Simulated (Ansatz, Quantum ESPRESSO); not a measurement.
# Evanescent states of LiH, rock salt type, lattice constant set to 4.0 Å, part 3 of 4

How good a tunnel barrier is LiH, rock salt type, lattice constant set to 4.0 Å?

Quantum ESPRESSO 7.5; plane-wave DFT, PBE, PseudoDojo norm-conserving pseudopotentials; cross-check by Ansatz 0.2.0 with PAW datasets.

So far. Step 2 (SCF with pw.x): The run needed 6 iterations to bring the estimated error under 1e-09 Ry.

## (4) Complex bands with pwcond.x, with nz1 = 3

Level of this step: complex band structure by pwcond; plane-wave DFT, PBE, PseudoDojo norm-conserving pseudopotentials (Quantum ESPRESSO).

A sensitivity test on the input.

Input file cbs.w.in:

```
&inputcond
  outdir = './out'
  prefixl = 'scf'
  band_file = 'cbs.w'
  ikind = 0
  ewind = 4.0
  epsproj = 1e-05
  nz1 = 3
  energy0 = 6.9
  denergy = -0.23
/
4
  0.00000000 0.00000000 1.00000000
  0.50000000 0.00000000 1.00000000
  0.50000000 0.50000000 1.00000000
  0.25000000 0.00000000 1.00000000
40
```

On the command line:

```sh
$ OMP_NUM_THREADS=1 mpirun -n 2 pwcond.x -in cbs.w.in > cbs.w.out
```

Log:

```text
[banner, memory and clock lines left out]
Program PWCOND v.7.5 starts
[citation notice left out]

[...]
./out/scf.save/

     IMPORTANT: XC functional enforced from input :
     Exchange-correlation= PBE
                           (   1   4   3   4   0   0   0)
     Any further DFT definition will be discarded
     Please, verify this is what you really want

     Reading collected, re-writing distributed wavefunctions

===== INPUT FILE containing the left lead =====

     GEOMETRY:

     lattice parameter (alat)  =       5.3450  a.u.
     the volume                =     215.9467 (a.u.)^3
     the cross section         =      28.5685 (a.u.)^2
     l of the unit cell        =       1.4142 (alat)
     number of atoms/cell      =            4
     number of atomic types    =            2

     crystal axes: (cart. coord. in units of alat)
               a(1) = (  1.0000  0.0000  0.0000 )
               a(2) = (  0.0000  1.0000  0.0000 )
               a(3) = (  0.0000  0.0000  1.4142 )

   Cartesian axes

     site n.     atom                  positions (alat units)
          1        Li     tau(  1)=(  0.0000  0.0000  1.4142  )
          2        H      tau(  2)=(  0.5000  0.5000  1.4142  )
          3        Li     tau(  3)=(  0.5000  0.5000  0.7071  )
          4        H      tau(  4)=(  0.0000  0.0000  0.7071  )

     nr1s                      =           27
     nr2s                      =           27
     nr3s                      =           40
     nr1sx                     =           27
     nr2sx                     =           27
     nr3sx                     =           40
     nr1                       =           27
     nr2                       =           27
     nr3                       =           40
     nr1x                      =           27
     nr2x                      =           27
     nr3x                      =           40

 _______________________________
  Radii of nonlocal spheres:

     type       ibeta     ang. mom.          radius (alat units)
       Li         1         0                    0.2582
       Li         2         0                    0.2619
       Li         3         1                    0.2077
       Li         4         1                    0.2077
       H          1         0                    0.1871
       H          2         0                    0.1871
       H          3         1                    0.1347
----- General information -----

----- Complex band structure calculation -----

     nrx                       =           27
     nry                       =           27
     nz1                       =            3

     energy0               =         6.9E+00
     denergy               =        -2.3E-01
     nenergy               =         40
     ecut2d                =         6.6E+01
     ewind                 =         4.0E+00
     epsproj               =         1.0E-05

     number of k_|| points=    4
                       cryst. coord.
        k(    1) = (   0.0000000   0.0000000), wk =   0.2500000
        k(    2) = (   0.5000000   0.0000000), wk =   0.2500000
        k(    3) = (   0.5000000   0.5000000), wk =   0.2500000
        k(    4) = (   0.2500000   0.0000000), wk =   0.2500000
----- Information about left lead -----

     nocros                   =           13
     noins                    =           13
     norb                     =           39
     norbf                    =           39
     nrz                      =           40

      iorb      type   ibeta   ang. mom.   m       position (alat)
        1        1       1        0        1   taunew(   1)=(  0.0000  0.0000  0.0000)
        2        1       2        0        1   taunew(   2)=(  0.0000  0.0000  0.0000)
[...]
39        2       3        1        3   taunew(  39)=(  0.5000  0.5000  1.4142)
    k slab    z(k)  z(k+1)     crossing(iorb=1,norb)
    1   0.0000 0.0354 0.0354   111111111111100000000000000000000000000
    2   0.0354 0.0707 0.0354   111111111111100000000000000000000000000
[...]
40   1.3789 1.4142 0.0354   000000000000000000000000001111111111111
 ngper, shell number =          145          23
 ngper, n2d =          145          44
---  E-Ef =    6.9000000  k =    0.0000000   0.0000000
---  ie =          1  ik =          1
 Nchannels of the left tip =            1
 Right moving states:
   k1(2pi/a)   k2(2pi/a)   E-Ef (eV)
   0.3069973  -0.0000000   6.9000000
 Left moving states:
   k1(2pi/a)   k2(2pi/a)   E-Ef (eV)
  -0.3069973  -0.0000000   6.9000000

---  E-Ef =    6.6700000  k =    0.0000000   0.0000000
---  ie =          2  ik =          1
 Nchannels of the left tip =            1
 Right moving states:
   k1(2pi/a)   k2(2pi/a)   E-Ef (eV)
   0.2941193  -0.0000000   6.6700000
 Left moving states:
   k1(2pi/a)   k2(2pi/a)   E-Ef (eV)
  -0.2941193  -0.0000000   6.6700000
[... further energies and points left out ...]
---  E-Ef =   -1.8400000  k =    0.2500000   0.0000000
---  ie =         39  ik =          4
 Nchannels of the left tip =            1
 Right moving states:
   k1(2pi/a)   k2(2pi/a)   E-Ef (eV)
  -0.2642668   0.0000000  -1.8400000
 Left moving states:
   k1(2pi/a)   k2(2pi/a)   E-Ef (eV)
   0.2642668   0.0000000  -1.8400000

---  E-Ef =   -2.0700000  k =    0.2500000   0.0000000
---  ie =         40  ik =          4
 Nchannels of the left tip =            1
 Right moving states:
   k1(2pi/a)   k2(2pi/a)   E-Ef (eV)
  -0.2965615   0.0000000  -2.0700000
 Left moving states:
   k1(2pi/a)   k2(2pi/a)   E-Ef (eV)
   0.2965615  -0.0000000  -2.0700000

[...]
```

It took 12 s on 2 MPI ranks of Arm Neoverse V1, shared host; peak memory 0.09 GiB; 24 s of CPU time.

The changed values were drawn from a wide range, not chosen for quality; the comparison shows what they did here together.

Beside the run it was changed from:

```tsv
quantity	this run	unchanged run	difference
peak of the smallest κ at the zone centre (Å⁻¹)	0.161	0.161	0
peak of the smallest κ at (1/2, 1/2) (Å⁻¹)	0.699	0.699	0
wall time (s)	12	15
```

The physical values in this table stay within 0.05 %.

## (5) Complex bands with pwcond.x, with nenergy = 0

Another try, with an input changed as a hurried user might.

Input file cbs.bad.in:

```
&inputcond
  outdir = './out'
  prefixl = 'scf'
  band_file = 'cbs.bad'
  ikind = 0
  ewind = 4.0
  epsproj = 1e-05
  nz1 = 7
  energy0 = 6.9
  denergy = -0.23
/
4
  0.00000000 0.00000000 1.00000000
  0.50000000 0.00000000 1.00000000
  0.50000000 0.50000000 1.00000000
  0.25000000 0.00000000 1.00000000
0
```

On the command line:

```sh
$ OMP_NUM_THREADS=1 mpirun -n 2 pwcond.x -in cbs.bad.in > cbs.bad.out
```

Log:

```text
[banner, memory and clock lines left out]
Program PWCOND v.7.5 starts
[citation notice left out]

[...]
./out/scf.save/

     IMPORTANT: XC functional enforced from input :
     Exchange-correlation= PBE
                           (   1   4   3   4   0   0   0)
     Any further DFT definition will be discarded
     Please, verify this is what you really want

     Reading collected, re-writing distributed wavefunctions

===== INPUT FILE containing the left lead =====

     GEOMETRY:

     lattice parameter (alat)  =       5.3450  a.u.
     the volume                =     215.9467 (a.u.)^3
     the cross section         =      28.5685 (a.u.)^2
     l of the unit cell        =       1.4142 (alat)
     number of atoms/cell      =            4
     number of atomic types    =            2

     crystal axes: (cart. coord. in units of alat)
               a(1) = (  1.0000  0.0000  0.0000 )
               a(2) = (  0.0000  1.0000  0.0000 )
               a(3) = (  0.0000  0.0000  1.4142 )

   Cartesian axes

     site n.     atom                  positions (alat units)
          1        Li     tau(  1)=(  0.0000  0.0000  1.4142  )
          2        H      tau(  2)=(  0.5000  0.5000  1.4142  )
          3        Li     tau(  3)=(  0.5000  0.5000  0.7071  )
          4        H      tau(  4)=(  0.0000  0.0000  0.7071  )

     nr1s                      =           27
     nr2s                      =           27
     nr3s                      =           40
     nr1sx                     =           27
     nr2sx                     =           27
     nr3sx                     =           40
     nr1                       =           27
     nr2                       =           27
     nr3                       =           40
     nr1x                      =           27
     nr2x                      =           27
     nr3x                      =           40

 _______________________________
  Radii of nonlocal spheres:

     type       ibeta     ang. mom.          radius (alat units)
       Li         1         0                    0.2582
       Li         2         0                    0.2619
       Li         3         1                    0.2077
       Li         4         1                    0.2077
       H          1         0                    0.1871
       H          2         0                    0.1871
       H          3         1                    0.1347
----- General information -----

----- Complex band structure calculation -----

     nrx                       =           27
     nry                       =           27
     nz1                       =            7

     energy0               =         6.9E+00
     denergy               =        -2.3E-01
     nenergy               =          0
     ecut2d                =         6.6E+01
     ewind                 =         4.0E+00
     epsproj               =         1.0E-05

     number of k_|| points=    4
                       cryst. coord.
        k(    1) = (   0.0000000   0.0000000), wk =   0.2500000
        k(    2) = (   0.5000000   0.0000000), wk =   0.2500000
        k(    3) = (   0.5000000   0.5000000), wk =   0.2500000
        k(    4) = (   0.2500000   0.0000000), wk =   0.2500000
----- Information about left lead -----

     nocros                   =           13
     noins                    =           13
     norb                     =           39
     norbf                    =           39
     nrz                      =           40

      iorb      type   ibeta   ang. mom.   m       position (alat)
        1        1       1        0        1   taunew(   1)=(  0.0000  0.0000  0.0000)
        2        1       2        0        1   taunew(   2)=(  0.0000  0.0000  0.0000)
[...]
39        2       3        1        3   taunew(  39)=(  0.5000  0.5000  1.4142)
    k slab    z(k)  z(k+1)     crossing(iorb=1,norb)
    1   0.0000 0.0354 0.0354   111111111111100000000000000000000000000
    2   0.0354 0.0707 0.0354   111111111111100000000000000000000000000
[...]
40   1.3789 1.4142 0.0354   000000000000000000000000001111111111111
 ngper, shell number =          145          23
 ngper, n2d =          145          39
 ngper, shell number =          150          34
 ngper, n2d =          150          44
 ngper, shell number =          148          18
 ngper, n2d =          148          50
 ngper, shell number =          148          60
 ngper, n2d =          148          42

[...]
```

Elapsed: 1 s, on 2 MPI ranks; peak memory 0.09 GiB.

The run finished, but its numbers are not taken as the system's. The fault: no energies.

[end of part 3 of 4]

[Logs are printed without paths, hosts, clocks, repeated set-up lines and the standing remarks that a program may print on its own settings, such as how far it seeks lower states.]

[Hosts, paths, dates, database ids (printed as entryN), source tags and the programs' standing remarks are cut or masked in the printed files.]

[Maps of the electrostatic potential energy from Ansatz leave out the sawtooth potential of an applied field or a dipole correction, so their vacuum need not be flat; planar profiles and work functions include it.]
